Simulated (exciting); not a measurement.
**Electron–core-hole interaction in the B K spectrum of BN**

Wanted: the near-edge spectrum and the bound core excitons at the B K edge of BN. The measurement to meet: angle-resolved EELS in TEM on hexagonal BN, quoted in Angular resolved electron energy loss spectroscopy in hexagonal boron nitride (arxiv:1701.05119, 2017), with 1s → π* at 192 eV and 1s → σ* at 199 eV.

Calculated with exciting sodium; X-ray absorption, core-level Bethe-Salpeter equation, exchange and statically screened direct term, Tamm-Dancoff, all-electron LAPW+lo PBE.

Most raw output is cut from this account.

The database entry behind the starting cell differs from later determinations by our own check (about 0.3 % short, minor phase), so it need not match the best structure at ambient conditions.

### 1. The starting structure

It takes space group P6_3/mmc (No. 194, hexagonal). The conventional cell has a = 2.498 Å, b = 2.498 Å, c = 6.636 Å, α = 90.00°, β = 90.00°, γ = 120.00°. Nearest to N lie 3 B at 1.44 Å. Nearest to B lie 3 N at 1.44 Å. Farther neighbours and most contacts between anions are not listed.

Coordinates:

```xyz
4
Lattice="2.4982 0.0000 0.0000 -1.2491 2.1635 0.0000 0.0000 0.0000 6.6357" Properties=species:S:1:pos:R:3 pbc="T T T"
N     1.2491    0.7212    1.6589
N     0.0000    1.4424    4.9768
B     1.2491    0.7212    4.9768
B     0.0000    1.4424    1.6589
```

Differences between curves are given as r.m.s. difference over r.m.s. height.

### 2. Ground state

The species files are the program's own, with muffin-tin radii set in the input.

input.xml

```
<input>
  <title>BN</title>
  <structure speciespath="." autormt="false" epslat="1.0e-5">
    <crystal>
      <basevect>4.7209893927 0.0000000000 0.0000000000</basevect>
      <basevect>-2.3604946964 4.0884967452 0.0000000000</basevect>
      <basevect>0.0000000000 0.0000000000 12.5396556429</basevect>
    </crystal>
    <species speciesfile="N.xml" rmt="1.322">
      <atom coord="0.6666666667 0.3333333333 0.2500000000"/>
      <atom coord="0.3333333333 0.6666666667 0.7500000000"/>
    </species>
    <species speciesfile="B.xml" rmt="1.322">
      <atom coord="0.6666666667 0.3333333333 0.7500000000"/>
      <atom coord="0.3333333333 0.6666666667 0.2500000000"/>
    </species>
  </structure>
  <groundstate do="fromscratch" xctype="GGA_PBE" ngridk="8 8 2" rgkmax="7" gmaxvr="14" nempty="8" swidth="0.001" maxscl="100" epsengy="1e-5"/>
</input>
```

Launch:

```bash
OMP_NUM_THREADS=1 mpirun -n 4 exciting
```

Elapsed: 42 s, on 4 MPI ranks of Arm Neoverse V1, shared host.

The mesh shows a gap of 4.28 eV. Core levels (Dirac, from the valence top):

```
atom  level  energy (eV)
   N  1s1/2       -374.5
   B  1s1/2       -171.7
```

### 3. A richer basis for the empty states

Each species file gets more local orbitals, built from u and its energy derivative at 0.15 Ha and u at 0.9 Ha.

input.xml is that of step 2.

SPECIES.xml, added lines

```
<lo l="L">  <!-- L = 0, 1, 2 -->
  <wf matchingOrder="0" trialEnergy="0.1500" searchE="false"/>
  <wf matchingOrder="1" trialEnergy="0.1500" searchE="false"/>
  <wf matchingOrder="0" trialEnergy="0.9000" searchE="false"/>
</lo>
```

Launch:

```bash
OMP_NUM_THREADS=1 mpirun -n 4 exciting
```

The job ended after 46 s (4 MPI ranks).

Against the first ground state the total energy moves by -3 meV an atom and the gap by 0.00 eV.

### 4. Screening, kernels and BSE for B atom 3

The absorber has 3 N at 1.44 Å (trigonal planar, site symmetry -6m2).

Changes to input.xml since step 3:

```diff
@@ -17,3 +17,20 @@
   </structure>
-  <groundstate do="fromscratch" xctype="GGA_PBE" ngridk="8 8 2" rgkmax="7" gmaxvr="14" nempty="8" swidth="0.001" maxscl="100" epsengy="1e-5"/>
+  <groundstate do="skip" xctype="GGA_PBE" ngridk="8 8 2" rgkmax="7" gmaxvr="14" nempty="8" swidth="0.001" maxscl="100" epsengy="1e-5"/>
+  <xs xstype="BSE" ngridk="7 7 2" ngridq="7 7 2" vkloff="0.097 0.273 0.493" rgkmax="7" nempty="19" gqmax="3" lmaxapwwf="5" lmaxemat="2" broad="0.01654" tevout="true">
+    <energywindow intv="6.026 7.643" points="440"/>
+    <screening screentype="full" nempty="36"/>
+    <BSE xas="true" xasspecies="2" xasatom="1" xasedge="K" bsetype="singlet" nstlxas="1 15"/>
+    <qpointset>
+      <qpoint>0 0 0</qpoint>
+    </qpointset>
+    <plan>
+      <doonly task="xsgeneigvec"/>
+      <doonly task="writepmatxs"/>
+      <doonly task="scrgeneigvec"/>
+      <doonly task="scrwritepmat"/>
+      <doonly task="screen"/>
+      <doonly task="scrcoulint"/>
+      <doonly task="exccoulint"/>
+    </plan>
+  </xs>
 </input>
```

input.xml for the last start (plan only)

```
  <plan>
    <doonly task="bse"/>
  </plan>
```

Launch:

```bash
OMP_NUM_THREADS=1 mpirun -n 4 exciting
OMP_NUM_THREADS=4 exciting
```

The job ended after 9 min (4 MPI ranks).

Wall time by task: xsgeneigvec 14 s, writepmatxs 4.7 s, scrgeneigvec 14 s, scrwritepmat 3.1 s, screen 96 s, scrcoulint 4 min, exccoulint 2.5 min, bse 13 s.

The B K spectrum of B atom 3 (energy from the Kohn–Sham onset, core level to the lowest empty state found on the meshes used, 175.99 eV; the ground-state mesh sets it, and the shifted mesh has its lowest transition 0.17 eV above it; Im ε scaled to the maximum of the singlet run; cut below the end of the band set):

```
E (eV)  isotropic  ε ⊥ c  ε ∥ c
  -6.5       0.02   0.00   0.06
  -6.0       0.03   0.01   0.07
  -5.5       0.04   0.01   0.11
  -5.0       0.06   0.01   0.17
  -4.5       0.10   0.01   0.30
  -4.0       0.22   0.01   0.65
  -3.5       0.62   0.01   1.84
  -3.0       0.91   0.01   2.71
  -2.5       0.34   0.01   0.99
  -2.0       0.15   0.01   0.41
  -1.5       0.09   0.02   0.22
  -1.0       0.06   0.02   0.15
  -0.5       0.06   0.03   0.13
   0.0       0.07   0.03   0.15
   0.5       0.08   0.04   0.14
   1.0       0.09   0.06   0.14
   1.5       0.11   0.09   0.14
   2.0       0.15   0.16   0.12
   2.5       0.23   0.29   0.11
   3.0       0.42   0.58   0.10
   3.5       0.92   1.32   0.14
   4.0       0.67   0.90   0.19
   4.5       0.49   0.66   0.17
   5.0       0.38   0.49   0.14
   5.5       0.26   0.31   0.16
   6.0       0.20   0.22   0.16
   6.5       0.18   0.18   0.19
   7.0       0.19   0.18   0.21
   7.5       0.20   0.20   0.21
   8.0       0.20   0.20   0.19
   8.5       0.20   0.23   0.14
   9.0       0.20   0.25   0.11
   9.5       0.23   0.28   0.11
  10.0       0.22   0.26   0.15
  10.5       0.19   0.21   0.15
  11.0       0.17   0.19   0.12
  11.5       0.15   0.19   0.08
  12.0       0.15   0.19   0.07
  12.5       0.17   0.22   0.08
  13.0       0.17   0.19   0.12
  13.5       0.13   0.15   0.08
  14.0       0.13   0.16   0.07
  14.5       0.12   0.15   0.07
  15.0       0.10   0.12   0.06
  15.5       0.09   0.10   0.06
  16.0       0.08   0.09   0.06
```

Maxima (height): -3.1 eV (1.00), 3.6 eV (0.95), 9.7 eV (0.24) and 12.7 eV (0.18).

The Hamiltonian has 2940 rows. The lowest groups of eigenvalues and the brightest ones, on the scale above (the program counts from the shifted mesh's onset, 0.17 eV higher). Core spinors bring spin-forbidden partners, so dark means forbidden by spin or by symmetry, and the shifted mesh splits states that symmetry would keep together:

```
energy (eV)  states within 10 meV  relative strength
     -3.552                     1               dark
     -3.143                     1               1.00
     -0.710                     4               dark
     -0.687                     2               dark
     -0.443                     2             0.0010
     -0.373                     2             3.9e-4
      3.540                     1               0.22
      3.552                     1               0.33
      3.582                     2              0.049
      3.599                     3               0.22
      4.805                     1              0.051
      9.530                     1              0.042
```

### 5. Independent particles

Changes to input.xml since step 4:

```diff
@@ -21,3 +21,3 @@
     <screening screentype="full" nempty="36"/>
-    <BSE xas="true" xasspecies="2" xasatom="1" xasedge="K" bsetype="singlet" nstlxas="1 15"/>
+    <BSE xas="true" xasspecies="2" xasatom="1" xasedge="K" bsetype="IP" nstlxas="1 15"/>
     <qpointset>
@@ -26,9 +26,3 @@
     <plan>
-      <doonly task="xsgeneigvec"/>
-      <doonly task="writepmatxs"/>
-      <doonly task="scrgeneigvec"/>
-      <doonly task="scrwritepmat"/>
-      <doonly task="screen"/>
-      <doonly task="scrcoulint"/>
-      <doonly task="exccoulint"/>
+      <doonly task="bse"/>
     </plan>
```

Launch:

```bash
OMP_NUM_THREADS=4 exciting
```

Run time: 1.5 s. Hardware: 4 threads.

Maxima (height): 1.1 eV (0.29), 7.4 eV (0.41), 11.8 eV (0.35) and 14.0 eV (0.32). Against the singlet run the r.m.s. difference is 88 %. The highest maximum lies at 7.4 eV (0.41), against -3.1 eV (1.00).

### 6. Exchange alone

Changes to input.xml since step 5:

```diff
@@ -21,3 +21,3 @@
     <screening screentype="full" nempty="36"/>
-    <BSE xas="true" xasspecies="2" xasatom="1" xasedge="K" bsetype="IP" nstlxas="1 15"/>
+    <BSE xas="true" xasspecies="2" xasatom="1" xasedge="K" bsetype="RPA" nstlxas="1 15"/>
     <qpointset>
```

Launch:

```bash
OMP_NUM_THREADS=4 exciting
```

Run time: 15 s. Hardware: 4 threads.

Maxima (height): 1.3 eV (0.25), 7.5 eV (0.37), 11.8 eV (0.35) and 14.1 eV (0.33). The spectrum differs from the independent-particle run by 8 % r.m.s. The highest maximum lies at 7.5 eV (0.37), against 7.4 eV (0.41).

### 7. Direct term alone

Changes to input.xml since step 6:

```diff
@@ -21,3 +21,3 @@
     <screening screentype="full" nempty="36"/>
-    <BSE xas="true" xasspecies="2" xasatom="1" xasedge="K" bsetype="RPA" nstlxas="1 15"/>
+    <BSE xas="true" xasspecies="2" xasatom="1" xasedge="K" bsetype="triplet" nstlxas="1 15"/>
     <qpointset>
```

Launch:

```bash
OMP_NUM_THREADS=4 exciting
```

Run time: 15 s. Hardware: 4 threads.

Maxima (height): -3.5 eV (1.04), 3.4 eV (1.06), 9.7 eV (0.22) and 12.7 eV (0.17). Against the singlet run the r.m.s. difference is 39 %. Moving the earlier curve by -0.3 eV leaves 14 %. The highest maximum lies at 3.4 eV (1.06), against -3.1 eV (1.00).

### 8. Ground state with other settings

In this try the input is made faulty on purpose, to show what that does.

input.xml

```
<input>
  <title>BN</title>
  <structure speciespath="." autormt="false" epslat="1.0e-5">
    <crystal>
      <basevect>4.7209893927 0.0000000000 0.0000000000</basevect>
      <basevect>-2.3604946964 4.0884967452 0.0000000000</basevect>
      <basevect>0.0000000000 0.0000000000 12.5396556429</basevect>
    </crystal>
    <species speciesfile="N.xml" rmt="1.322">
      <atom coord="0.6666666667 0.3333333333 0.2500000000"/>
      <atom coord="0.3333333333 0.6666666667 0.7500000000"/>
    </species>
    <species speciesfile="B.xml" rmt="1.322">
      <atom coord="0.6666666667 0.3333333333 0.7500000000"/>
      <atom coord="0.3333333333 0.6666666667 0.2500000000"/>
    </species>
  </structure>
  <groundstate do="fromscratch" xctype="GGA_PBE" ngridk="8 8 2" rgkmax="3.5" gmaxvr="14" nempty="8" swidth="0.001" maxscl="100" epsengy="1e-5"/>
</input>
```

SPECIES.xml, added lines is that of step 3.

Launch:

```bash
OMP_NUM_THREADS=1 mpirun -n 4 exciting
```

It took 14 s on 4 MPI ranks.

Against the second ground state the total energy moves by 3283 meV an atom and the gap by -0.04 eV.

### 9. Another input

Changes to input.xml since step 8:

```diff
@@ -17,3 +17,20 @@
   </structure>
-  <groundstate do="fromscratch" xctype="GGA_PBE" ngridk="8 8 2" rgkmax="3.5" gmaxvr="14" nempty="8" swidth="0.001" maxscl="100" epsengy="1e-5"/>
+  <groundstate do="skip" xctype="GGA_PBE" ngridk="8 8 2" rgkmax="3.5" gmaxvr="14" nempty="8" swidth="0.001" maxscl="100" epsengy="1e-5"/>
+  <xs xstype="BSE" ngridk="7 7 2" ngridq="7 7 2" vkloff="0.097 0.273 0.493" rgkmax="3.5" nempty="19" gqmax="3" lmaxapwwf="5" lmaxemat="2" broad="0.01654" tevout="true">
+    <energywindow intv="6.068 7.685" points="439"/>
+    <screening screentype="full" nempty="36"/>
+    <BSE xas="true" xasspecies="2" xasatom="1" xasedge="K" bsetype="singlet" nstlxas="1 15"/>
+    <qpointset>
+      <qpoint>0 0 0</qpoint>
+    </qpointset>
+    <plan>
+      <doonly task="xsgeneigvec"/>
+      <doonly task="writepmatxs"/>
+      <doonly task="scrgeneigvec"/>
+      <doonly task="scrwritepmat"/>
+      <doonly task="screen"/>
+      <doonly task="scrcoulint"/>
+      <doonly task="exccoulint"/>
+    </plan>
+  </xs>
 </input>
```

input.xml for the last start (plan only)

```
  <plan>
    <doonly task="bse"/>
  </plan>
```

Launch:

```bash
OMP_NUM_THREADS=1 mpirun -n 4 exciting
OMP_NUM_THREADS=4 exciting
```

Wall time 5.9 min (4 MPI ranks).

The input has a fault: the basis cutoff rgkmax is far too low. Against the singlet run the r.m.s. difference is 77 %. Moving the earlier curve by +1.3 eV leaves 33 %. The highest maximum lies at -1.8 eV (0.81), against -3.1 eV (1.00). The first bright state moves from -3.14 to -1.82 eV. The lowest bare transition of this run lies at 1.41 eV, against 0.17. A small basis shifts bands and core levels against each other.

```
E (eV)  first run  this run
  -6.0       0.03      0.01
  -5.0       0.06      0.02
  -4.0       0.22      0.04
  -3.0       0.91      0.11
  -2.0       0.15      0.70
  -1.0       0.06      0.20
   0.0       0.07      0.06
   1.0       0.09      0.06
   2.0       0.15      0.07
   3.0       0.42      0.13
   4.0       0.67      0.32
   5.0       0.38      0.36
   6.0       0.20      0.33
   7.0       0.19      0.21
   8.0       0.20      0.17
   9.0       0.20      0.17
  10.0       0.22      0.16
  11.0       0.17      0.19
  12.0       0.15      0.14
  13.0       0.17      0.12
  14.0       0.13      0.13
  15.0       0.10      0.10
  16.0       0.08      0.10
```

### 10. From independent particles to the full kernel

```
      level  curve passes 0.15 (eV)  highest maximum (eV)  its height
         IP                     0.1                   7.4        0.41
        RPA                     0.4                   7.5        0.37
direct only                    -4.6                   3.4        1.06
    singlet                    -4.2                  -3.1        1.00
```

```
E (eV)    IP   RPA  direct only  singlet
  -7.0  0.00  0.00         0.02     0.02
  -6.0  0.00  0.00         0.04     0.03
  -5.0  0.01  0.01         0.10     0.06
  -4.0  0.01  0.01         0.53     0.22
  -3.0  0.01  0.01         0.43     0.91
  -2.0  0.02  0.01         0.09     0.15
  -1.0  0.03  0.03         0.05     0.06
   0.0  0.14  0.09         0.07     0.07
   1.0  0.29  0.24         0.09     0.09
   2.0  0.20  0.20         0.18     0.15
   3.0  0.15  0.16         0.65     0.42
   4.0  0.10  0.10         0.56     0.67
   5.0  0.15  0.14         0.31     0.38
   6.0  0.17  0.16         0.18     0.20
   7.0  0.33  0.28         0.18     0.19
   8.0  0.35  0.33         0.19     0.20
   9.0  0.30  0.30         0.19     0.20
  10.0  0.25  0.24         0.21     0.22
  11.0  0.30  0.29         0.15     0.17
  12.0  0.33  0.34         0.14     0.15
  13.0  0.23  0.23         0.15     0.17
  14.0  0.32  0.33         0.12     0.13
  15.0  0.25  0.26         0.09     0.10
  16.0  0.29  0.30         0.07     0.08
```

### 11. Against the measurement

The computed energies are raised by 19.1 eV, which puts the computed line on the measured 1s → π*. Each other feature is matched to a computed maximum within 0.8 eV or a fifth of its distance from that line, whichever is more; this matching is ours and leans towards agreement, and the line to align on was chosen with computed spectra in view. The paper's table may not list every feature of the spectrum.

```
       feature  measured (eV)  BSE (eV)  its height  difference (eV)
1s → π*, ε ∥ c            192     192.0        2.98              set
1s → σ*, ε ⊥ c            199     198.7        1.36             -0.3
```

### 12. Results

| Quantity | Value |
| --- | --- |
| absorber and edge | B K, atom 3 |
| surroundings | 3 N at 1.44 Å (trigonal planar, site symmetry -6m2) |
| first bright state | -3.14 eV from the Kohn–Sham onset, on this mesh |
| highest maximum | -3.1 eV |
| cost of the BSE run | 9 min on 4 MPI ranks of Arm Neoverse V1, shared host; the last task ran on as many threads |

**Reading.** Against arxiv:1701.05119, the one separation that can be compared is off by -0.3 eV. Is a core exciton bound? Yes on this mesh: the first bright state (over 5 % of the brightest) lies at -3.14 eV from the Kohn–Sham onset and at -3.31 eV from the lowest bare transition of its own mesh; weaker or dark states reach down to -3.55 eV. Exchange alone changes the independent-particle spectrum by 8 % r.m.s. Leaving exchange out of the full kernel changes the spectrum by 39 % r.m.s. Binding energies aren't converged on 98 k points, and fine structure above the first lines is partly noise of the mesh. The kernel cutoff is low for a compact core orbital, so the effect of exchange is a lower bound. The zero comes from the unshifted 8×8×2 ground-state mesh; it is exact only where the band minimum lies on that mesh. The Kohn–Sham onset, 176 eV, is no photon energy (tabulated edge of the element: 188 eV): the scale needs a rigid shift. No quasiparticle correction widens the gap or stretches the bands. Vibrations and energy-dependent lifetimes are left out. The structure is a published determination, not relaxed.

[Logs are printed without paths, hosts, clocks, repeated set-up lines and the standing remarks that a program may print on its own settings, such as how far it seeks lower states.]

[Hosts, paths, dates, database ids (printed as entryN), source tags and the programs' standing remarks are cut or masked in the printed files.]
